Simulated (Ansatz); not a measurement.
**Starting-point dependence of the GW gap of CuI (Marshite)**

Aim: G0W0 for CuI (Marshite) on several starting functionals, at one mesh, band count and screening cutoff.

Calculated with Ansatz 0.2.0; G0W0 on several functionals, plane waves, PAW.

The database entry behind the starting cell differs from later determinations by our own check (about 0.15 % long (mineral sample)), so it need not match the best structure at ambient conditions.

In doubt: one-shot GW on d or f shells is unsure, so the values of those runs are not to be relied on; masses and optical values from hybrid runs of this build are listed as unsure (step 4), which bears on the screening that GW takes from such a start.

## 1. Set-up

It takes space group F-43m (No. 216, cubic). Conventional cell: a = 6.063 Å, b = 6.063 Å, c = 6.063 Å, α = 90.00°, β = 90.00°, γ = 90.00°. Nearest to Cu lie 4 I at 2.63 Å. Nearest to I lie 4 Cu at 2.63 Å. Farther neighbours and most contacts between anions are not listed.

Structure file:

```cif
data_structure
_symmetry_space_group_name_H-M 'F-43m'
_symmetry_Int_Tables_number 216
_cell_length_a 6.0630
_cell_length_b 6.0630
_cell_length_c 6.0630
_cell_angle_alpha 90.000
_cell_angle_beta 90.000
_cell_angle_gamma 90.000
_cell_volume 222.88
loop_
_atom_site_label
_atom_site_type_symbol
_atom_site_symmetry_multiplicity
_atom_site_Wyckoff_symbol
_atom_site_fract_x
_atom_site_fract_y
_atom_site_fract_z
_atom_site_occupancy
Cu1 Cu 4 d 0.25000 0.25000 0.75000 1
I1 I 4 a 0.00000 0.00000 0.00000 1
```

The cell and positions come from the Crystallography Open Database and are kept as given unless a step says otherwise. Spin-orbit coupling is left out unless a step names it. The default PAW set here is soft_2. Its files were made with PBE.

## 2. G0W0 on LDA

Now the one-shot GW correction: screening in the RPA, then the self-energy of the levels asked for.

This step: G0W0 on LDA, plane waves, PAW.

Input file input.yaml:

```yaml
crystal:
  lattice:
    - [0.0, 3.0315, 3.0315]
    - [3.0315, 0.0, 3.0315]
    - [3.0315, 3.0315, 0.0]
  atoms:
    - { symbol: Cu, position: [0.25, 0.25, 0.25] }
    - { symbol: I, position: [0.0, 0.0, 0.0] }
kpoints:
  mp_grid: { grid: [4, 4, 4] }
hamiltonian:
  xc: lda
scf:
  occupations: { method: fixed }
gw:
  n_empty_bands: 166
  ecut_chi: 120
  qp_bands: [v2, c2]
  qp_kpoints: band_edges
  screening: { model: contour_deformation }
```

Command:

```
> ansatz run input.yaml --threads 3 --pin off --max-ram 92160MiB --backend cuda --events-out ev --progress --plain --runs-dir out --devices 1 --max-vram 13GiB  # rebuilt from the run's record
```

Numbers of over 12 decimals in the logs are rounded to 6 here.

The program printed:

```text
GPUs: using 1 of 1 available (devices: 1).
Engine: ansatz 0.2.0, x86_64-unknown-linux-gnu
Pseudopotentials: kind: paw
Pseudopotential: Cu, paw, valence charge 19, recommended cutoff 420 eV (normal), Cu.paw.azcp
Pseudopotential: I, paw, valence charge 17, recommended cutoff 420 eV (normal), I.paw.azcp
Functional definition: SPW92
  exchange = slater_x
  correlation = pw_c
device memory: the entry about to start is reckoned to put 1.0 GiB on a device that reports 50.2 GiB free (of which the cap on the GPU budget leaves the run 13.0 GiB)
GPU FFT provider: cuFFT
GPU libraries: cuBLAS 13.8.2, cuFFT 12.4.0, cuSOLVER 12.3.4
Crystal: 2 atoms, lattice volume = 55.719 Å³
Basis set: ecut = 420 eV, 1067 PW (Γ)
Bands: 22, of which v1, the nominal top of the filled ones, is band 18 counted from 1 (17 counted from 0)
Symmetry: 24 space group operations
Space group: F-43m (ITA 216), of the structure as read, at distance tolerance 3.8e-5 Å
k-points: 8 of 64 (time reversal used)
Non-local potential: Cu, projectors of the file, l = 0: 3, l = 1: 2, l = 2: 3, l = 3: 1
Non-local potential: I, projectors of the file, l = 0: 2, l = 1: 2, l = 2: 2, l = 3: 2
PAW form: soft (Blöchl's): semilocal exchange-correlation on the pseudo side does not see the compensation charge
PAW frozen core: Cu, regenerated for the run's functional, and the local potential with it (the file was generated under x = pbe(κ = 0.804, μ = 0.219515), c = pbe(β = 0.066725))
PAW frozen core: I, regenerated for the run's functional, and the local potential with it (the file was generated under x = pbe(κ = 0.804, μ = 0.219515), c = pbe(β = 0.066725))
PAW one-centre angular grid: Cu, 590 points (default); XC on 64 Gauss nodes
PAW one-centre angular grid: I, 590 points (default); XC on 64 Gauss nodes
Initial density: superposition of atomic densities (neutral atoms: chi_scale 0, normalization atom), corrected by the library's trained network
Initial wavefunctions: pseudopotential atomic-orbital guess
GPU buffer pool allocated for 27000 grid points (all kernels)
GPU transforms: local potential and band sums: pruned to the plane-wave sphere, on 30×30×30
Functional: x = slater, c = lda
SCF iter   1: F=—  HF=-13911.685380 eV  |F-HF|=—  |Δ(HF+E_count)|=         —  Δρ=9.70e-3  dr2=2.23e-2  ethr=1.77e-3  ⟨swp⟩=5.0  Hψ=717  notcnv=0  defer=11
preconditioner: auto → none  [insulator: Δε(μ)=0.850 eV  Ē_g=8.822 eV  n_scr=14 (ndim 8)  ℏωp=21.1 eV  f_vac=0.179  ε∞_Penn≈6.7]
SCF iter   2: F=—  HF=-13911.689668 eV  |F-HF|=—  |Δ(HF+E_count)|=   4.29e-3  Δρ=1.03e-2  dr2=4.16e-2  ethr=6.20e-5  ⟨swp⟩=2.1  Hψ=406  notcnv=0  defer=11
SCF iter   3: F=—  HF=-13911.679177 eV  |F-HF|=—  |Δ(HF+E_count)|=   1.05e-2  Δρ=2.69e-3  dr2=1.68e-3  ethr=6.20e-5  ⟨swp⟩=2.2  Hψ=328  notcnv=0  defer=13
SCF iter   4: F=—  HF=-13911.678939 eV  |F-HF|=—  |Δ(HF+E_count)|=   2.38e-4  Δρ=4.71e-4  dr2=5.25e-5  ethr=4.66e-6  ⟨swp⟩=2.0  Hψ=291  notcnv=0  defer=13
SCF iter   5: F=—  HF=-13911.678936 eV  |F-HF|=—  |Δ(HF+E_count)|=   3.42e-6  Δρ=7.44e-5  dr2=2.22e-6  ethr=1.46e-7  ⟨swp⟩=2.0  Hψ=287  notcnv=0  defer=11
SCF iter   6: F=-13911.678935 eV  HF=-13911.678935 eV  |F-HF|=3.99e-9  |Δ(HF+E_count)|=   4.18e-7  Δρ=4.99e-6  dr2=7.11e-9  ethr=2.78e-10  ⟨swp⟩=5.5  Hψ=736  notcnv=0
SCF 1 converged in 6 iterations: F = -13911.678935 eV  dr2 = 7.11e-9
  greatest PAW one-centre occupation: 1.000 electrons in one spin orbital (limit 2), on the Cu atom at site 0 (counted from 0), in its partial waves of l = 0
device memory: the entry about to start is reckoned to put 1.6 GiB on a device that reports 48.9 GiB free (of which the cap on the GPU budget leaves the run 13.0 GiB)
NSCF: frozen V_eff on 8 k-points
the band table was solved once the SCF had ended and its energy, with any forces and stress, was formed, with the checks that follow a solve (886 applications of the Hamiltonian). They found nothing against the state; the energy, forces and stress were not computed again (output.eigenvalues in the input reference)
device memory: the entry about to start is reckoned to put 3.9 GiB on a device that reports 48.9 GiB free (of which the cap on the GPU budget leaves the run 13.0 GiB)
NSCF: frozen V_eff on 8 k-points
G₀W₀ screening: q 1/8
[... further progress lines ...]
device memory: the entry about to start is reckoned to put 0.3 GiB on a device that reports 48.7 GiB free (of which the cap on the GPU budget leaves the run 13.0 GiB)
NSCF: frozen V_eff on 1 k-points
SCF converged after 6 iterations
Free energy (F): -13911.678935 eV
Harris-Foulkes:  -13911.678935 eV  (|F-HF|=3.99e-9)
Internal energy: -13911.678935 eV  (E = F + TS)
E sigma→0 (E₀):  -13911.678935 eV
Fermi energy:    7.786299 eV
--- Per-component energies (eV) ---
  E_band       = -875.894324
  E_kinetic    = 490.892561
  E_local      = -7631.561969  (includes V_loc(G=0)·N_el)
  E_nonlocal   = 322.659047
  E_hartree    = 3539.277986
  E_xc         = -213.992155
  E_vxc        = -241.125478  (∫ρ·V_xc dr)
  E_paw        = -6266.054127  (= ΣΔE_a)
  E_vpaw       = -895.321331  (= ΣTr[D̂ρ^β])
  E_aug_tail   = 0.000299  (compensation charges beyond the density's cutoff)
  E_ewald      = -4154.131452
  E_core_change = 1.230875  (= ΣΔE_core)
  E_smearing   = -0.000000  (= −TS)
  E_closure    = 0.000000  (closes the sum)
  Σ components = -13911.678935   (vs F -13911.678935, Δ=0.00e0)
--- Band table (eV; the first three rows and the last of 8) ---
  k-point 0: bands = [... 14 lower, 5.8715, 7.7863, 7.7863, 7.7863, 8.7166, 12.6499, 12.6499, 12.6499]
  k-point 1: bands = [... 14 lower, 5.8623, 6.4572, 7.4069, 7.4069, 9.9151, 13.1551, 13.2053, 13.2053]
  k-point 2: bands = [... 14 lower, 5.8992, 5.9444, 7.0622, 7.0622, 9.8106, 13.1904, 13.1904, 15.0027]
  k-point 7: bands = [... 14 lower, 5.8248, 5.9531, 6.1236, 6.4781, 12.2372, 12.3659, 13.7152, 14.0880]
--- G₀W₀: contour deformation, 7 samples at zero and on the imaginary axis and 2 off it, 64 q-points, 166 empty bands' worth ---
  eigenvalues of the whole cell's RPA ε∞ on this k-mesh (on a slab, of 1 + 4πα/V) = 11.9758, 11.9758, 11.9758; static W/v taken at q = 0 is 0.083502
  bands read: the sum over 184 bands ends inside a degenerate multiplet in 2 slots, whose members it reads at an even weight; the widest, k=0: bands 183 to 185 (counted from 1) at 2/3 each
  gw.qp_kpoints: band_edges: 6 of 8 stored k-points solved, in 1 pass; an edge of the gap read off the rows below is read off those points alone
    valence top: of the k-points left out ik 5 came nearest to being solved in a further pass, in band 18 (counted from 1, as in the quasiparticle table): it holds the edge there only if its correction is more favourable than any solved in that band by at least 0.698 eV; those differ by 0.053 eV
    conduction bottom: of the k-points left out ik 5 came nearest to being solved in a further pass, in band 19 (counted from 1, as in the quasiparticle table): it holds the edge there only if its correction is more favourable than any solved in that band by at least 2.155 eV; those differ by 0.274 eV
    ik  band        ε_KS         Σx   Σc(E_QP)       V_xc       Z   E_QP_lin       E_QP  E_QP is
     0    17      7.7863   -35.4005     5.3207   -29.7376  0.6941     7.4369     7.4442  root
     0    18      7.7863   -35.4005     5.3207   -29.7376  0.6941     7.4369     7.4442  root
     0    19      8.7166    -8.1398    -4.2984   -13.0465  0.7609     9.3572     9.3250  root
     0    20     12.6499    -6.6572    -4.4306   -11.5353  0.7400    13.1121    13.0973  root
     1    17      7.4069   -35.7176     5.6735   -29.6773  0.6865     7.0312     7.0400  root
     1    18      7.4069   -35.7176     5.6735   -29.6773  0.6865     7.0312     7.0400  root
     1    19      9.9151    -8.1605    -4.3455   -13.0930  0.7548    10.5315    10.5021  root
     1    20     13.1551    -7.8650    -4.5300   -12.8557  0.7321    13.6314    13.6158  root
     2    17      7.0622   -35.9329     5.9937   -29.5479  0.6793     6.6604     6.6709  root
     2    18      7.0622   -35.9329     5.9937   -29.5479  0.6793     6.6604     6.6709  root
     2    19      9.8106    -8.7662    -4.1156   -13.4571  0.7543    10.4133    10.3859  root
     2    20     13.1904    -7.7676    -4.2934   -12.4929  0.7354    13.6357    13.6224  root
     3    17      6.8834   -37.3114     6.4462   -30.4835  0.6705     6.4916     6.5016  root
     3    18      6.8834   -37.3114     6.4462   -30.4835  0.6705     6.4916     6.5016  root
     3    19     10.9218   -10.3090    -4.2337   -15.1486  0.7421    11.5604    11.5277  root
     3    20     11.0587    -6.4088    -4.0200   -10.8009  0.7588    11.4401    11.4309  root
     4    17      6.4642   -41.2987     7.6274   -33.3109  0.6497     6.0947     6.1038  root
     4    18      6.6172   -38.5509     6.9507   -31.2056  0.6612     6.2114     6.2225  root
     4    19     10.8779    -9.3039    -3.9116   -13.7108  0.7492    11.3915    11.3732  root
     4    20     12.3556    -8.7083    -4.3787   -13.5894  0.7359    12.8784    12.8581  root
     6    17      6.2432   -41.2588     7.9175   -32.9511  0.6425     5.8417     5.8531  root
     6    18      6.2432   -41.2588     7.9175   -32.9511  0.6425     5.8417     5.8531  root
     6    19     10.3897    -9.4217    -3.2760   -13.0325  0.7565    10.7312    10.7244  root
     6    20     10.6162   -10.8860    -3.6077   -14.9996  0.7471    11.1412    11.1220  root
```

It took 5.3 s on 1 × NVIDIA H100 80GB HBM3 (shared by 6 runs) with 3 threads of AMD EPYC 7R13 (Zen 3), shared host; peak memory 1.1 GiB.

Numbers from this step:

* bands summed: 184
* RPA ε∞ on this mesh (eigenvalues): 11.98, 11.98, 11.98
* plane waves in the screening matrix: 169
* q-points in the mesh: 64
* G0W0 gap on the mesh: 1.881 eV
* k of the valence top: 0, 0, 0
* k of the conduction bottom: 0, 0, 0
* starting gap on the mesh: 0.9303 eV
* Z at the valence top: 0.6941
* Z at the conduction bottom: 0.7609
* least direct G0W0 gap on the computed points: 1.881 eV

The gap on the mesh goes from 0.93 eV to 1.88 eV, a correction of +0.95 eV. Between the two edge states, bare exchange in place of the xc potential would open the gap by 10.57 eV, and correlation takes back 9.62 eV.

## 3. G0W0 on PBE

One-shot GW remembers its start. Another functional's orbitals and levels show by how much.

This step: G0W0 on PBE, plane waves, PAW.

Changes to input.yaml since step 2:

```diff
@@ -11,3 +11,3 @@
 hamiltonian:
-  xc: lda
+  xc: pbe
 scf:
```

The program printed:

```text
GPUs: using 1 of 1 available (devices: 1).
[...]
GPU FFT provider: cuFFT
GPU libraries: cuBLAS 13.8.2, cuFFT 12.4.0, cuSOLVER 12.3.4
Crystal: 2 atoms, lattice volume = 55.719 Å³
Basis set: ecut = 420 eV, 1067 PW (Γ)
Bands: 22, of which v1, the nominal top of the filled ones, is band 18 counted from 1 (17 counted from 0)
[... 1 set-up line as in the run before ...]
[...]
k-points: 8 of 64 (time reversal used)
[...]
GPU buffer pool allocated for 27000 grid points (all kernels)
[...]
SCF iter   1: F=—  HF=-14138.331842 eV  |F-HF|=—  |Δ(HF+E_count)|=         —  Δρ=1.70e-3  dr2=9.33e-4  ethr=1.77e-3  ⟨swp⟩=5.0  Hψ=719  notcnv=0  defer=11
[...]
SCF iter   6: F=-14138.331692 eV  HF=-14138.331692 eV  |F-HF|=3.43e-8  |Δ(HF+E_count)|=   6.14e-7  Δρ=3.63e-6  dr2=6.50e-9  ethr=2.78e-10  ⟨swp⟩=6.1  Hψ=630  notcnv=0
SCF 1 converged in 6 iterations: F = -14138.331692 eV  dr2 = 6.50e-9
[...]
NSCF: frozen V_eff on 8 k-points
[...]
G₀W₀ screening: q 1/8
[... further progress lines ...]
[...]
SCF converged after 6 iterations
Free energy (F): -14138.331692 eV
[...]
Internal energy: -14138.331692 eV  (E = F + TS)
E sigma→0 (E₀):  -14138.331692 eV
Fermi energy:    8.168152 eV
[...]
--- Band table (eV; the first three rows and the last of 8) ---
  k-point 0: bands = [... 14 lower, 6.3142, 8.1682, 8.1682, 8.1682, 9.2866, 13.0372, 13.0372, 13.0372]
  k-point 1: bands = [... 14 lower, 6.3052, 6.8932, 7.7964, 7.7964, 10.4191, 13.5934, 13.5934, 13.6378]
  k-point 2: bands = [... 14 lower, 6.3428, 6.3878, 7.4574, 7.4574, 10.3047, 13.5813, 13.5813, 15.5510]
  k-point 7: bands = [... 14 lower, 6.2657, 6.3973, 6.5665, 6.9083, 12.6499, 12.8188, 14.1741, 14.5533]
[...]
0    17      8.1682   -35.9175     5.5276   -29.8332  0.7020     7.5953     7.6115  root
     0    18      8.1682   -35.9175     5.5276   -29.8332  0.7020     7.5953     7.6115  root
     0    19      9.2866    -8.0614    -4.1682   -12.5033  0.7730     9.5630     9.5602  root
     0    20     13.0372    -6.6460    -4.2780   -11.1429  0.7534    13.2581    13.2560  root
     1    17      7.7964   -36.2722     5.8925   -29.7974  0.6942     7.1956     7.2142  root
     1    18      7.7964   -36.2722     5.8925   -29.7974  0.6942     7.1956     7.2142  root
     1    19     10.4191    -8.1077    -4.2092   -12.6165  0.7667    10.7223    10.7187  root
     1    20     13.5934    -7.1787    -4.3529   -11.7666  0.7455    13.8307    13.8283  root
[...]
6    17      6.6693   -41.6485     8.0987   -32.9531  0.6500     6.0498     6.0726  root
     6    18      6.6693   -41.6485     8.0987   -32.9531  0.6500     6.0498     6.0726  root
     6    19     10.8735    -9.4132    -3.1485   -12.6009  0.7687    10.9127    10.9126  root
     6    20     11.0618   -10.8944    -3.4688   -14.6263  0.7589    11.3274    11.3248  root
```

It took 6.3 s on 1 × NVIDIA H100 80GB HBM3 (shared by 6 runs) with 3 threads; peak memory 1.1 GiB.

This step gave:

| Item | Value |
| --- | --- |
| bands summed | 184 |
| RPA ε∞ on this mesh (eigenvalues) | 9.418, 9.418, 9.418 |
| plane waves in the screening matrix | 169 |
| q-points in the mesh | 64 |
| G0W0 gap on the mesh | 1.949 eV |
| k of the valence top | 0, 0, 0 |
| k of the conduction bottom | 0, 0, 0 |
| starting gap on the mesh | 1.118 eV |
| Z at the valence top | 0.7020 |
| Z at the conduction bottom | 0.7730 |
| least direct G0W0 gap on the computed points | 1.949 eV |

Against the run with 4×4×4 mesh, 166 empty bands, screening to 120 eV on LDA, the gap moves by +0.07 eV, while the start moved by +0.19 eV.

## 4. G0W0 on HSE06

This step: G0W0 on HSE06, plane waves, PAW.

Changes to input.yaml since step 3:

```diff
@@ -11,3 +11,3 @@
 hamiltonian:
-  xc: pbe
+  xc: hse06
 scf:
```

The program printed:

```text
GPUs: using 1 of 1 available (devices: 1).
[...]
davidson cushion auto → on  (no smearing: the cushion is to keep the highest requested band from converging to the state above it; pin scf.eigensolver.cushion to override)
[...]
GPU FFT provider: cuFFT
GPU libraries: cuBLAS 13.8.2, cuFFT 12.4.0, cuSOLVER 12.3.4
Crystal: 2 atoms, lattice volume = 55.719 Å³
Basis set: ecut = 420 eV, 1067 PW (Γ)
[...]
1    19     10.9582    -7.5303    -3.9548   -11.6666  0.8195    11.1401    11.1397  root
     1    20     14.0963    -6.8329    -4.0097   -11.0197  0.8059    14.2739    14.2735  root
[...]
6    17      5.2337   -37.5540     6.1234   -31.7069  0.7310     5.5087     5.5100  root
     6    18      5.2337   -37.5540     6.1234   -31.7069  0.7310     5.5087     5.5100  root
     6    19     11.0822    -8.0489    -3.1290   -11.2807  0.8231    11.1850    11.1849  root
     6    20     11.4593    -9.2059    -3.4449   -12.9088  0.8153    11.7179    11.7172  root
[key lines of the parts left out:]
Free energy (F): -14142.425952 eV
Fermi energy:    7.177624 eV
```

Wall time 18 s (1 × NVIDIA H100 80GB HBM3 (shared by 6 runs) with 3 threads); peak memory 1.3 GiB.

This step gave:

- bands summed: 184
- RPA ε∞ on this mesh (eigenvalues): 4.969, 4.969, 4.969
- plane waves in the screening matrix: 169
- G0W0 gap on the mesh: 2.706 eV
- k of the valence top: 0, 0, 0
- k of the conduction bottom: 0, 0, 0
- starting gap on the mesh: 2.644 eV
- least direct G0W0 gap on the computed points: 2.706 eV

Against the run with 4×4×4 mesh, 166 empty bands, screening to 120 eV on PBE, the gap moves by +0.76 eV, while the start moved by +1.53 eV.

## 5. Side by side

All on the 4×4×4 mesh with 166 empty bands and screening to 120 eV. Times are wall times on 1 × NVIDIA H100 80GB HBM3 (shared by 6 runs) with 3 threads of AMD EPYC 7R13 (Zen 3), shared host, good to a factor of about two.

```csv
start,starting gap (eV),shift (eV),G0W0 gap (eV),RPA ε∞ (harmonic mean),"Z (valence, conduction)",time
LDA,0.93,+0.95,1.88,11.98,"0.69, 0.76",5.3 s
PBE,1.12,+0.83,1.95,9.42,"0.70, 0.77",6.3 s
HSE06,2.64,+0.06,2.71,4.97,"0.77, 0.82",18 s
```

The parts of the quasiparticle energy at the two band edges (eV; QP = start + Σx + Σc − Vxc):

```csv
run,edge,start,Σx,Σc,Vxc,Z,QP
LDA,valence top,7.79,-35.40,5.32,-29.74,0.69,7.44
LDA,conduction bottom,8.72,-8.14,-4.30,-13.05,0.76,9.32
PBE,valence top,8.17,-35.92,5.53,-29.83,0.70,7.61
PBE,conduction bottom,9.29,-8.06,-4.17,-12.50,0.77,9.56
HSE06,valence top,7.18,-32.37,4.08,-28.37,0.77,7.25
HSE06,conduction bottom,9.82,-7.51,-3.93,-11.57,0.82,9.96
```

For a hybrid start, Vxc holds its share of exact exchange.

## 6. Outcome

| Item | Value |
| --- | --- |
| G0W0@LDA | 1.88 eV (start 0.93 eV) |
| G0W0@PBE | 1.95 eV (start 1.12 eV) |
| G0W0@HSE06 | 2.71 eV (start 2.64 eV) |
| known limits | not at the basis limit; d shell near the gap, gap tends to lie low; no spin-orbit coupling; coarse k mesh |

The starting gaps span 1.71 eV and the G0W0 gaps 0.82 eV. Between LDA and HSE06, 0.82 eV of the 1.71 eV survives, 48 %. HSE06 screens less than LDA (ε∞ 4.97 against 11.98). Of the 0.82 eV by which its G0W0 gap is higher, the correlation part gives +1.61 eV, and exchange with the one-particle terms, which follow the orbitals, −0.79 eV. The smallest correction, +0.06 eV, is on HSE06, the start nearest to reproducing itself. Bands and cutoff are finite, so the gap is not at the basis limit. The miss can reach some tenths of an eV and take either sign; the mesh is an error of its own. The 4×4×4 mesh is coarse for this cell (its supercell is 17 Å along the shortest edge). The RPA ε∞ on it, from the LDA start, is 11.98; such meshes misread the long-range screening, most where the gap is narrow. A d shell, filled or nearly so, lies near the gap. One-shot GW converges very slowly in bands there, not always from below, and on a semilocal start the gap tends to come out low; starts rich in exact exchange can overshoot instead. The many-body steps are scalar-relativistic: spin-orbit coupling is not in them.

[Paths, hosts, dates, memory and timing lines, banners, echoed tables and standing remarks are left out of the program output.]

[Logs are printed without paths, hosts, clocks, repeated set-up lines and the standing remarks that a program may print on its own settings, such as how far it seeks lower states.]

[Runs of the session that timed out or met a known fault of the program may be left out.]

[Cells called generated may have been cut or substituted from an entry of the Crystallography Open Database or the Materials Project.]

[Hosts, paths, dates, database ids (printed as entryN), source tags and the programs' standing remarks are cut or masked in the printed files.]
